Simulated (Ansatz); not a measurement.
**(PbS)1(PbSe)2 [001] superlattice, started as rocksalt type: phonons and vibrational spectra**

Task: relax (PbS)1(PbSe)2 [001] superlattice, started as rocksalt type, then find its harmonic phonons.

Main program and level: Ansatz 0.2.0; DFT LDA, scalar-relativistic, plane waves, PAW.

This is a report of a sequence of runs, with most program output left out.

The structure was built from a prototype and need not be the compound's stable phase.

**1. Set-up**

It takes space group I4/mmm (No. 139, tetragonal). The conventional cell has a = 4.285 Å, b = 4.285 Å, c = 18.180 Å, α = 90.00°, β = 90.00°, γ = 90.00°. Nearest to Pb lie 2 Se at 3.03 Å and 4 S at 3.03 Å. Nearest to Pb lie 1 S at 3.03 Å and 5 Se at 3.03 Å. S has 6 Pb at 3.03 Å nearest. Se has 6 Pb at 3.03 Å nearest. Farther neighbours and most contacts between anions are not listed.

Coordinates:

```cif
data_structure
_symmetry_space_group_name_H-M 'I4/mmm'
_symmetry_Int_Tables_number 139
_cell_length_a 4.2851
_cell_length_b 4.2851
_cell_length_c 18.1800
_cell_angle_alpha 90.000
_cell_angle_beta 90.000
_cell_angle_gamma 90.000
_cell_volume 333.82
loop_
_atom_site_label
_atom_site_type_symbol
_atom_site_symmetry_multiplicity
_atom_site_Wyckoff_symbol
_atom_site_fract_x
_atom_site_fract_y
_atom_site_fract_z
_atom_site_occupancy
Pb1 Pb 2 a 0.00000 0.00000 0.00000 1
Pb2 Pb 4 e 0.50000 0.50000 0.16667 1
S1 S 2 b 0.50000 0.50000 0.00000 1
Se1 Se 4 e 0.00000 0.00000 0.16667 1
```

**2. Bringing the structure to rest, smearing width 0.01 eV**

Harmonic phonons are second derivatives at a point where the forces vanish, and they are wanted at zero stress, so atoms and cell are relaxed first.

input.yaml

```yaml
crystal:
  lattice:
    - [3.03, 3.03, 0.0]
    - [-3.03, 3.03, 0.0]
    - [3.03, 0.0, 9.09]
  atoms:
    - { symbol: Pb, position: [0.0, 0.0, 0.0] }
    - { symbol: Pb, position: [0.333333, 0.666667, 0.333333] }
    - { symbol: Pb, position: [0.666667, 0.333333, 0.666667] }
    - { symbol: S, position: [0.5, 0.5, 0.0] }
    - { symbol: Se, position: [0.833333, 0.166667, 0.333333] }
    - { symbol: Se, position: [0.166667, 0.833333, 0.666667] }
kpoints:
  mp_grid: { grid: [8, 8, 8] }
hamiltonian:
  xc: lda
scf:
  occupations: { method: gaussian, width: 0.01 }
output:
  forces: true
  stress: true
  eigenvalues: true
relax:
  adjacent_minimum: "off"
  f_tol: 0.005
  max_steps: 80
  cell: { stress_tol: 0.05 }
```

Run with:

```
$ ansatz run input.yaml --threads 8 --pin off --max-ram 14336MiB --backend cpu --events-out ev --progress --plain --runs-dir out
```

It took 17 s on 8 threads of Intel Xeon Platinum 8375C at 2.90GHz (Ice Lake), shared host; peak memory 0.96 GiB.

Relaxation path:

```tsv
step	energy less that of the first step (eV)	largest force component (eV/Å)	pressure (GPa)	volume (Å³)
1	0.0000	0.2281	-2.19	166.91
2	-0.0355	0.0601	1.90	155.51
3	-0.0633	0.0314	-0.07	160.49
4	-0.0637	0.0119	0.01	160.31
5	-0.0638	0.0008	0.01	160.31
6*	-0.0629	0.0008	0.00	160.31
```

Relaxation steps marked * repeat the geometry before them on a plane-wave basis chosen anew for their cell, so energy and pressure can jump there.

Forces are held to the 16 operations that the run works with; a distortion that breaks them can't arise in this run.

```tsv
conventional cell, symmetrised	before	after	change
a (Å)	4.285	4.229	-1.3 %
b (Å)	4.285	4.229	-1.3 %
c (Å)	18.180	17.925	-1.4 %
volume (Å³/atom)	27.82	26.72	-4.0 %
```

The atoms that moved most (Å, as changes of fractional coordinates times the final cell):

```tsv
atom	dx	dy	dz	length
Pb2	0.000	0.000	-0.065	0.065
Pb3	0.000	0.000	0.065	0.065
Se6	0.000	0.000	-0.010	0.010
Se5	0.000	0.000	0.010	0.010
```

The relaxed structure:

```xyz
6
Lattice="2.9906 2.9906 0.0000 -2.9906 2.9906 0.0000 2.9906 0.0000 8.9626" Properties=species:S:1:pos:R:3 pbc="T T T"
Pb    0.0000    0.0000    0.0000
Pb    0.0000    2.9906    2.9229
Pb    2.9906    2.9906    6.0397
S     0.0000    2.9906    0.0000
Se    2.9906    2.9906    2.9975
Se    0.0000    2.9906    5.9651
```

This step gave:

```
pressure           : 0.004743 GPa
volume per atom    : 26.72 Å³
gap on the k-mesh  : 0.02761 eV
direct gap on mesh : 0.02761 eV
```

In this step the volume went from 27.82 to 26.72 Å³/atom.

**3. Relaxation, smearing width 0.1 eV**

The relaxation is repeated from its end, on the mesh and smearing that suit the cell and gap now reached.

input.yaml, the sections that differ from step 2:

```yaml
crystal:
  lattice:
    - [2.9905505357, 2.9905505357, 0.0]
    - [-2.9905505357, 2.9905505357, 0.0]
    - [2.9905505357, 0.0, 8.9626033617]
  atoms:
    - { symbol: Pb, position: [0.0, 0.0, 0.0] }
    - { symbol: Pb, position: [0.336938652, 0.663061348, 0.326122696] }
    - { symbol: Pb, position: [0.663061348, 0.336938652, 0.673877304] }
    - { symbol: S, position: [0.5, 0.5, 0.0] }
    - { symbol: Se, position: [0.8327770992, 0.1672229008, 0.3344458017] }
    - { symbol: Se, position: [0.1672229008, 0.8327770992, 0.6655541983] }
scf:
  occupations: { method: gaussian, width: 0.1 }
# kpoints, hamiltonian, output, relax: as in step 2
```

It took 6.1 s on 8 threads; peak memory 0.94 GiB.

Little changed from the start: no atom moved by 0.005 Å and no cell edge by 0.1 %.

Numbers from this step:

```yaml
pressure: -0.01809 GPa
gap_on_the_k_mesh: 0.02863 eV
direct_gap_on_mesh: 0.02863 eV
```

In this step the volume went from 26.72 to 26.72 Å³/atom.

**4. Tight relaxation**

Phonons need a cell at rest on their own settings, so the relaxation is repeated with tight tolerances on forces and stress, using the mesh and the filling of the phonon run that follows.

input.yaml, as its differences from that of step 3:

```diff
@@ -24,4 +24,4 @@
   adjacent_minimum: "off"
-  f_tol: 0.005
-  max_steps: 80
-  cell: { stress_tol: 0.05 }
+  f_tol: 0.001
+  max_steps: 60
+  cell: { stress_tol: 0.01 }
```

It took 12 s on 8 threads; peak memory 0.95 GiB; 86 s of CPU time.

Little changed from the start: no atom moved by 0.005 Å and no cell edge by 0.1 %.

Numbers from this step:

- pressure: 3.12e-4 GPa
- volume per atom: 26.71 Å³
- gap on the k-mesh: 0.02706 eV
- direct gap on mesh: 0.02706 eV

The largest force component left is 0.16 meV/Å and the pressure is 0.000 GPa, within the tolerances set. The cell now holds 26.71 Å³/atom.

**5. Zone-centre response**

The zone centre is the only wavevector solved here; it holds the modes that light can see, as far as symmetry allows. No field response is asked, and the gap on the mesh is small against the smearing.

input.yaml

```yaml
crystal:
  lattice:
    - [2.9901564609, 2.9901564609, 0.0]
    - [-2.9901564609, 2.9901564609, 0.0]
    - [2.9901564609, 0.0, 8.9622238286]
  atoms:
    - { symbol: Pb, position: [0.0, 0.0, 0.0] }
    - { symbol: Pb, position: [0.3369746693, 0.6630253307, 0.3260506614] }
    - { symbol: Pb, position: [0.6630253307, 0.3369746693, 0.6739493386] }
    - { symbol: S, position: [0.5, 0.5, 0.0] }
    - { symbol: Se, position: [0.8327765682, 0.1672234318, 0.3344468635] }
    - { symbol: Se, position: [0.1672234318, 0.8327765682, 0.6655531365] }
kpoints:
  mp_grid: { grid: [8, 8, 8] }
hamiltonian:
  xc: lda
scf:
  occupations: { method: gaussian, width: 0.1 }
output:
  eigenvalues: true
phonons:
  method: dfpt
```

Run time: 2.5 min. Hardware: 8 threads; peak memory 3.8 GiB; 18 min of CPU time.

Numbers from this step:

* sum-rule residual before enforcement: 4.51e-5 eV/Å²
* point group: 4/mmm
* highest optical mode at the zone centre (no LO-TO term): 174.5 cm⁻¹
* lowest optical zone-centre mode: 22.46 cm⁻¹

Without the LO-TO term. Patterns of degenerate modes are one choice out of their space. The modes at Γ (shares of kinetic energy by element, %):

```tsv
mode	frequency (cm⁻¹)	symmetry	Pb %	S %	Se %
1	0.0	acoustic	77	4	19
2	0.0	acoustic	77	4	19
3	0.0	acoustic	77	4	19
4	22.5	Eu	76	6	18
5	22.5	Eu	76	6	18
6	33.5	Eg	82	0	18
7	33.5	Eg	82	0	18
8	50.0	A2u	30	7	62
9	55.0	Eu	38	48	14
10	55.0	Eu	38	48	14
11	72.9	A1g	100	0	0
12	82.0	A2u	93	1	6
13	87.3	Eu	10	41	49
14	87.3	Eu	10	41	49
15	94.3	Eg	18	0	82
16	94.3	Eg	18	0	82
17	124.5	A1g	0	0	100
18	174.5	A2u	0	88	12
```

Displacements in mode 4 (22.5 cm⁻¹), the largest set to 1:
```
Pb1  0.00  1.00  0.00
Pb2  0.00 -0.22  0.00
Pb3  0.00 -0.22  0.00
S4   0.00 -0.76  0.00
Se5  0.00 -0.58  0.00
Se6  0.00 -0.58  0.00
```

Displacements in mode 9 (55.0 cm⁻¹), the largest set to 1:
```
Pb1  0.00  0.12  0.00
Pb2  0.00 -0.23  0.00
Pb3  0.00 -0.23  0.00
S4   0.00  1.00  0.00
Se5  0.00  0.24  0.00
Se6  0.00  0.24  0.00
```

Before it was imposed, the acoustic sum rule was missed by 4.5e-5 eV/Å². Small misses are needed for a sound result but don't prove that mesh and cutoff are converged. The lowest optical mode is real, 22.5 cm⁻¹.

**6. Isotope substitution, element Pb, natural mass 207.2 amu**

An isotope changes the mass and not the force constants, so no new electronic calculation is needed; the shifts show which modes move this element.

The same force constants with the mass of Pb changed from 207.200 to 203.973 u (phonopy, no LO-TO term). Both lists are sorted by frequency; levels can cross, so a row need not hold one and the same mode. Modes under 3 cm⁻¹ are left out. Isotope shifts, by row:

```tsv
q	rank	natural mass (cm⁻¹)	changed mass (cm⁻¹)
0 0 0	4	22.46	22.6
0 0 0	5	22.46	22.6
0 0 0	6	33.48	33.69
0 0 0	7	33.48	33.69
0 0 0	8	50.05	50.17
0 0 0	9	54.96	55.12
0 0 0	10	54.96	55.12
0 0 0	11	72.88	73.45
0 0 0	12	81.99	82.59
0 0 0	13	87.31	87.38
0 0 0	14	87.31	87.38
0 0 0	15	94.32	94.45
0 0 0	16	94.32	94.45
0 0 0	17	124.5	124.5
0 0 0	18	174.5	174.5
```

A mode of this element alone would shift by +0.79 %. The highest zone-centre frequency without the field goes from 174.5 to 174.5 cm⁻¹ (+0.0 %). The product of the frequency ratios over all optical modes at Γ is 1.054; the product rule, (m/m′)^(3k/2) (M′/M)^(3/2) with k = 3 such atoms and M the mass of the cell, gives 1.054.

**7. Another isotope, element S, natural mass 32.06 amu**

The same for S, from 32.06 to 33.97 u.

The same force constants with the mass of S changed from 32.060 to 33.968 u (phonopy, no LO-TO term). Both lists are sorted by frequency; levels can cross, so a row need not hold one and the same mode. Modes under 3 cm⁻¹ are left out. Isotope shifts, by row:

```tsv
q	rank	natural mass (cm⁻¹)	changed mass (cm⁻¹)
0 0 0	4	22.46	22.42
0 0 0	5	22.46	22.42
0 0 0	6	33.48	33.48
0 0 0	7	33.48	33.48
0 0 0	8	50.05	49.94
0 0 0	9	54.96	54.18
0 0 0	10	54.96	54.18
0 0 0	11	72.88	72.88
0 0 0	12	81.99	81.98
0 0 0	13	87.31	86.31
0 0 0	14	87.31	86.31
0 0 0	15	94.32	94.32
0 0 0	16	94.32	94.32
0 0 0	17	124.5	124.5
0 0 0	18	174.5	170.1
```

A mode of this element alone would shift by -2.85 %. The highest zone-centre frequency without the field goes from 174.5 to 170.1 cm⁻¹ (-2.5 %). The product of the frequency ratios over all optical modes at Γ is 0.921; the product rule, (m/m′)^(3k/2) (M′/M)^(3/2) with k = 1 such atoms and M the mass of the cell, gives 0.920.

**8. Isotope substitution, element Se, natural mass 78.971 amu**

The same for Se, from 78.97 to 81.92 u.

A mode of this element alone would shift by -1.81 %. The highest zone-centre frequency without the field goes from 174.5 to 174.1 cm⁻¹ (-0.2 %). The product of the frequency ratios over all optical modes at Γ is 0.906; the product rule, (m/m′)^(3k/2) (M′/M)^(3/2) with k = 2 such atoms and M the mass of the cell, gives 0.906.

**9. Results**

```yaml
space_group_after_relaxation_within_0p01_a: I4/mmm
volume_per_atom: 26.7 Å³
gap_on_the_k_mesh: 0.0271 eV
highest_optical_mode_at_the_zone_centre_no_lo_to_term: 174 cm⁻¹
lowest_optical_zone_centre_mode: 22.5 cm⁻¹
imaginary_modes_at_gamma_the_only_wavevector_solved: none
```

In words: The structure is stable against zone-centre distortions, since no mode there is imaginary; other wavevectors were not solved, so zone-boundary instabilities are untested. The optical modes at Γ span 22 to 174 cm⁻¹. No dispersion was computed. The highest mode in this list at Γ, 174.5 cm⁻¹, is mostly motion of S (88 % of the kinetic energy). With no gap, or one that is small against the smearing, the frequencies hang on the k mesh and the smearing, most of all near Kohn anomalies. A semilocal functional can close a gap that the real compound would have, so the metallic treatment may be an artefact of the level. Spin-orbit coupling is left out, which can matter for the heavy elements here. The starting cell was built on a prototype and not taken from a measurement, so the phase need not exist. These are harmonic frequencies at zero temperature: anharmonic shifts, linewidths and thermal expansion are left out.

[Logs are printed without paths, hosts, clocks, repeated set-up lines and the standing remarks that a program may print on its own settings, such as how far it seeks lower states.]

[Hosts, paths, dates, database ids (printed as entryN), source tags and the programs' standing remarks are cut or masked in the printed files.]
